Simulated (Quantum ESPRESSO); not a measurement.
## Magnetic state of BaFeO3 from several starts

Wanted: the moments of BaFeO3 and the energy of each order that was tried.

Program: Quantum ESPRESSO 7.5. Level of theory: LDA with U = 4.5 eV on Fe d (ortho-atomic projectors); plane waves with GBRV 1.5 LDA potentials, no spin-orbit coupling. Results are calculated unless marked as measured.

## 1. The structure

It takes space group Pm-3m (No. 221, cubic). Conventional cell: a = 3.952 Å, b = 3.952 Å, c = 3.952 Å, α = 90.00°, β = 90.00°, γ = 90.00°. Nearest to Ba lie 12 O at 2.79 Å. Fe has 6 O at 1.98 Å nearest. O has 2 Fe at 1.98 Å and 4 Ba at 2.79 Å nearest. Farther neighbours and most contacts between anions are not listed.

Coordinates:

```cif
data_structure
_symmetry_space_group_name_H-M 'Pm-3m'
_symmetry_Int_Tables_number 221
_cell_length_a 3.9516
_cell_length_b 3.9516
_cell_length_c 3.9516
_cell_angle_alpha 90.000
_cell_angle_beta 90.000
_cell_angle_gamma 90.000
_cell_volume 61.70
loop_
_atom_site_label
_atom_site_type_symbol
_atom_site_symmetry_multiplicity
_atom_site_Wyckoff_symbol
_atom_site_fract_x
_atom_site_fract_y
_atom_site_fract_z
_atom_site_occupancy
Ba1 Ba 1 a 0.00000 0.00000 0.00000 1
Fe1 Fe 1 b 0.50000 0.50000 0.50000 1
O1 O 3 c 0.00000 0.50000 0.50000 1
```

The cell comes from Materials Project 2023-11-01, a database of computed structures, and need not be the stable phase.

## 2. Start 1: ferro +

The signs are those of the starting moments on the seeded atoms, the atoms that are given a moment.

Contents of pw.in:

```
&CONTROL
  calculation = 'scf'
  prefix = 'pwscf'
  outdir = './tmp'
  pseudo_dir = './pseudo'
  disk_io = 'nowf'
/
&SYSTEM
  ibrav = 0
  celldm(1) = 8
  nat = 5
  ntyp = 3
  ecutwfc = 40
  ecutrho = 280
  nbnd = 33
  occupations = 'smearing'
  smearing = 'fd'
  degauss = 0.00367493
  nspin = 2
  starting_magnetization(1) = 0
  starting_magnetization(2) = 0.25
  starting_magnetization(3) = 0
/
&ELECTRONS
  conv_thr = 1d-08
  electron_maxstep = 150
  mixing_beta = 0.3
/
ATOMIC_SPECIES
Ba    137.3270 ba_lda_v1.uspp.F.UPF
Fe     55.8450 fe_lda_v1.5.uspp.F.UPF
O      15.9990 o_lda_v1.2.uspp.F.UPF
CELL_PARAMETERS alat
   0.9334223469669    0.0000000000000    0.0000000000000
   0.0000000000000    0.9334223469669    0.0000000000000
   0.0000000000000    0.0000000000000    0.9334223469669
ATOMIC_POSITIONS crystal
Ba      0.0000000000    0.0000000000    0.0000000000
Fe      0.5000000000    0.5000000000    0.5000000000
O       0.0000000000    0.5000000000    0.5000000000
O       0.5000000000    0.0000000000    0.5000000000
O       0.5000000000    0.5000000000    0.0000000000
K_POINTS automatic
6 6 6 0 0 0
HUBBARD {ortho-atomic}
U Fe-3d 4.5000
```

Launch:

```sh
OMP_NUM_THREADS=1 mpirun -n 4 pw.x -nk 4 -in pw.in > pw.out
```

Output:

```text
Program PWSCF v.7.5 starts

     Message from routine setup:
     using ibrav=0 with symmetry is DISCOURAGED, use correct ibrav instead

     K-points division:     npool     =       4
     Subspace diagonalization in iterative solution of the eigenvalue problem:

     G-vector sticks info
     --------------------
     sticks:   dense  smooth     PW     G-vecs:    dense   smooth      PW
     Sum        1237     709    221                32987    14147    2517

     Using Slab Decomposition

     bravais-lattice index     =            0
     lattice parameter (alat)  =       8.0000  a.u.
     unit-cell volume          =     416.3941 (a.u.)^3
     number of atoms/cell      =            5
     number of atomic types    =            3
     number of electrons       =        44.00
     number of Kohn-Sham states=           33
     kinetic-energy cutoff     =      40.0000  Ry
     charge density cutoff     =     280.0000  Ry
     scf convergence threshold =      1.0E-08
     mixing beta               =       0.3000
     number of iterations used =            8  plain     mixing
     Exchange-correlation= SLA  PZ   NOGX NOGC
                           (   1   1   0   0   0   0   0)
     Hubbard projectors: ortho-atomic
     Hubbard parameters of DFT+U (Dudarev formulation) in eV:
     U(Fe-3d) =  4.5000

     Internal variables: lda_plus_u =T, lda_plus_u_kind = 0

     Internal variables: orbital_resolved =F, hub_pot_fix =F, apply_U = F

     celldm(1)=   8.000000  celldm(2)=   0.000000  celldm(3)=   0.000000
     celldm(4)=   0.000000  celldm(5)=   0.000000  celldm(6)=   0.000000

     crystal axes: (cart. coord. in units of alat)
               a(1) = (   0.933422   0.000000   0.000000 )
               a(2) = (   0.000000   0.933422   0.000000 )
               a(3) = (   0.000000   0.000000   0.933422 )

     reciprocal axes: (cart. coord. in units 2 pi/alat)
               b(1) = (  1.071326  0.000000  0.000000 )
               b(2) = (  0.000000  1.071326  0.000000 )
               b(3) = (  0.000000  0.000000  1.071326 )

     PseudoPot. # 1 for Ba read from file:
     ba_lda_v1.uspp.F.UPF
     Pseudo is Ultrasoft + core correction, Zval = 10.0
     Generated by new atomic code, or converted to UPF format
     Using radial grid of  907 points,  7 beta functions with:
                l(1) =   0
                l(2) =   0
                l(3) =   1
                l(4) =   1
                l(5) =   2
                l(6) =   2
                l(7) =   3
     Q(r) pseudized with  6 coefficients,  rinner =    1.700   1.700   1.700
                                                       1.700   1.700   1.700
                                                       1.700

     PseudoPot. # 2 for Fe read from file:
     fe_lda_v1.5.uspp.F.UPF
     Pseudo is Ultrasoft + core correction, Zval = 16.0
     Generated by new atomic code, or converted to UPF format
     Using radial grid of  861 points,  6 beta functions with:
                l(1) =   0
                l(2) =   0
                l(3) =   1
                l(4) =   1
                l(5) =   2
                l(6) =   2
     Q(r) pseudized with  8 coefficients,  rinner =    1.000   1.000   1.000
                                                       1.000   1.000

     PseudoPot. # 3 for O  read from file:
     o_lda_v1.2.uspp.F.UPF
     Pseudo is Ultrasoft + core correction, Zval =  6.0
     Generated by new atomic code, or converted to UPF format
     Using radial grid of  737 points,  5 beta functions with:
                l(1) =   0
                l(2) =   0
                l(3) =   1
                l(4) =   1
                l(5) =   2
     Q(r) pseudized with  8 coefficients,  rinner =    0.900   0.900   0.900
                                                       0.900   0.900

     atomic species   valence    mass     pseudopotential
     Ba               10.00   137.32700     Ba( 1.00)
     Fe               16.00    55.84500     Fe( 1.00)
     O                 6.00    15.99900     O ( 1.00)

     Starting magnetic structure
     atomic species   magnetization
     Ba              0.000
     Fe              0.250
     O               0.000

     48 Sym. Ops., with inversion, found

   Cartesian axes

     site n.     atom                  positions (alat units)
         1        Ba     tau(   1) = (   0.0000000   0.0000000   0.0000000  )
         2        Fe     tau(   2) = (   0.4667112   0.4667112   0.4667112  )
         3        O      tau(   3) = (   0.0000000   0.4667112   0.4667112  )
         4        O      tau(   4) = (   0.4667112   0.0000000   0.4667112  )
         5        O      tau(   5) = (   0.4667112   0.4667112   0.0000000  )

     number of k points=    20  Fermi-Dirac smearing, width (Ry)=  0.0037
                       cart. coord. in units 2pi/alat
        k(    1) = (   0.0000000   0.0000000   0.0000000), wk =   0.0046296
        k(    2) = (   0.0000000   0.0000000   0.1785544), wk =   0.0277778
        k(    3) = (   0.0000000   0.0000000   0.3571088), wk =   0.0277778
        k(    4) = (   0.0000000   0.0000000  -0.5356632), wk =   0.0138889
        k(    5) = (   0.0000000   0.1785544   0.1785544), wk =   0.0555556
        [... 15 further k-points ...]

     Dense  grid:    32987 G-vectors     FFT dimensions: (  40,  40,  40)

     Smooth grid:    14147 G-vectors     FFT dimensions: (  32,  32,  32)

     Check: negative core charge=   -0.000020
     Generating pointlists ...
     new r_m :   0.2723 (alat units)  2.1781 (a.u.) for type    1
     new r_m :   0.1925 (alat units)  1.5401 (a.u.) for type    2
     new r_m :   0.1925 (alat units)  1.5401 (a.u.) for type    3

     Initial potential from superposition of free atoms

     starting charge      42.9873, renormalised to      44.0000

     negative rho (up, down):  5.005E-02 5.007E-02

     STARTING HUBBARD OCCUPATIONS:

     =================== HUBBARD OCCUPATIONS ===================
     ------------------------ ATOM    2 ------------------------
     Tr[ns(  2)] (up, down, total) =   5.00000  0.00000  5.00000
     Atomic magnetic moment for atom   2 =   5.00000
     [... lines left out ...]
     Number of occupied Hubbard levels =    5.0000

     Atomic wfc used for Hubbard projectors are orthogonalized

     Starting wfcs are   38 randomized atomic wfcs

     Self-consistent Calculation

     iteration #  1     ecut=    40.00 Ry     beta= 0.30
     Davidson diagonalization with overlap
     ethr =  1.00E-02,  avg # of iterations =  5.5

     =================== HUBBARD OCCUPATIONS ===================
     ------------------------ ATOM    2 ------------------------
     Tr[ns(  2)] (up, down, total) =   4.53713  0.39504  4.93217
     Atomic magnetic moment for atom   2 =   4.14209
     [... lines left out ...]
     Number of occupied Hubbard levels =    4.9322

     negative rho (up, down):  4.829E-02 4.832E-02

     total energy              =    -417.29092629 Ry
     estimated scf accuracy    <       1.19320834 Ry

     total magnetization       =     4.00 Bohr mag/cell
     absolute magnetization    =     4.41 Bohr mag/cell

     iteration #  2     ecut=    40.00 Ry     beta= 0.30
     Davidson diagonalization with overlap
     ethr =  2.71E-03,  avg # of iterations =  1.9

     negative rho (up, down):  4.764E-02 4.767E-02

     total energy              =    -417.39286490 Ry
     estimated scf accuracy    <       1.53816970 Ry

     total magnetization       =     3.76 Bohr mag/cell
     absolute magnetization    =     3.77 Bohr mag/cell

     iteration #  3     ecut=    40.00 Ry     beta= 0.30
     Davidson diagonalization with overlap
     ethr =  2.71E-03,  avg # of iterations =  1.2

     negative rho (up, down):  4.634E-02 4.641E-02

     total energy              =    -417.60435376 Ry
     estimated scf accuracy    <       0.11504581 Ry

     total magnetization       =     4.00 Bohr mag/cell
     absolute magnetization    =     4.30 Bohr mag/cell

     [... further iterations left out ...]

     iteration # 10     ecut=    40.00 Ry     beta= 0.30
     Davidson diagonalization with overlap
     ethr =  5.59E-09,  avg # of iterations =  1.9

     negative rho (up, down):  4.435E-02 4.443E-02

     total energy              =    -417.62021090 Ry
     estimated scf accuracy    <       0.00000042 Ry

     total magnetization       =     4.08 Bohr mag/cell
     absolute magnetization    =     4.30 Bohr mag/cell

     iteration # 11     ecut=    40.00 Ry     beta= 0.30
     Davidson diagonalization with overlap
     ethr =  9.57E-10,  avg # of iterations =  2.0

     negative rho (up, down):  4.436E-02 4.443E-02

     total energy              =    -417.62021107 Ry
     estimated scf accuracy    <       0.00000030 Ry

     total magnetization       =     4.08 Bohr mag/cell
     absolute magnetization    =     4.30 Bohr mag/cell

     iteration # 12     ecut=    40.00 Ry     beta= 0.30
     Davidson diagonalization with overlap
     ethr =  6.83E-10,  avg # of iterations =  1.0

     negative rho (up, down):  4.436E-02 4.443E-02

     total energy              =    -417.62021108 Ry
     estimated scf accuracy    <       0.00000006 Ry

     total magnetization       =     4.08 Bohr mag/cell
     absolute magnetization    =     4.30 Bohr mag/cell

     iteration # 13     ecut=    40.00 Ry     beta= 0.30
     Davidson diagonalization with overlap
     ethr =  1.26E-10,  avg # of iterations =  1.5

     negative rho (up, down):  4.436E-02 4.443E-02

     Magnetic moment per site  (integrated on atomic sphere of radius R)
     atom   1 (R=0.272)  charge=  6.7826  magn=  0.0084
     atom   2 (R=0.193)  charge= 12.9322  magn=  3.5507
     atom   3 (R=0.193)  charge=  5.3592  magn=  0.0618
     atom   4 (R=0.193)  charge=  5.3592  magn=  0.0618
     atom   5 (R=0.193)  charge=  5.3592  magn=  0.0618

     End of self-consistent calculation

     =================== HUBBARD OCCUPATIONS ===================
     ------------------------ ATOM    2 ------------------------
     Tr[ns(  2)] (up, down, total) =   4.78406  0.96555  5.74961
     Atomic magnetic moment for atom   2 =   3.81851
     [... lines left out ...]
     Number of occupied Hubbard levels =    5.7496

     [... lines left out ...]
     the Fermi energy is    10.2987 ev

!    total energy              =    -417.62021109 Ry
     estimated scf accuracy    <          6.8E-10 Ry
     smearing contrib. (-TS)   =      -0.00077257 Ry
     internal energy E=F+TS    =    -417.61943853 Ry

     The total energy is F=E-TS. E is the sum of the following terms:
     one-electron contribution =    -203.29303986 Ry
     hartree contribution      =     126.69812625 Ry
     xc contribution           =     -78.18440358 Ry
     ewald contribution        =    -262.99924106 Ry
     Hubbard energy            =       0.15911972 Ry

     total magnetization       =     4.08 Bohr mag/cell
     absolute magnetization    =     4.30 Bohr mag/cell

     convergence has been achieved in  13 iterations

=------------------------------------------------------------------------------=
   JOB DONE.
=------------------------------------------------------------------------------=
```

It took 10 s on 4 MPI ranks of AMD EPYC 9R14 (Zen 4), shared host; peak memory 0.48 GiB; 40 s of CPU time.

Spin moment in the atom's sphere by atom:

| atom | spin moment in the atom's sphere (μB) |
| --- | --- |
| Ba1 | 0.01 |
| Fe2 | 3.55 |
| O3 | 0.06 |
| O4 | 0.06 |
| O5 | 0.06 |

Read from the output:

```
smearing term TS       : 0.01051 eV
magnetization          : 4.085 μB
absolute magnetization : 4.295 μB
final state            : ferromagnetic
```

[end of part 1 of 2]

[Logs and program files are shortened in this print: banners, set-up blocks, solver, clock and traceback lines can be left out without a mark of their own.]

[Logs are printed without paths, hosts, clocks, repeated set-up lines and the standing remarks that a program may print on its own settings, such as how far it seeks lower states.]

[Hosts, paths, dates, database ids (printed as entryN), source tags and the programs' standing remarks are cut or masked in the printed files.]

[Where a cell is said to come from a database of computed structures, the database is the Materials Project.]
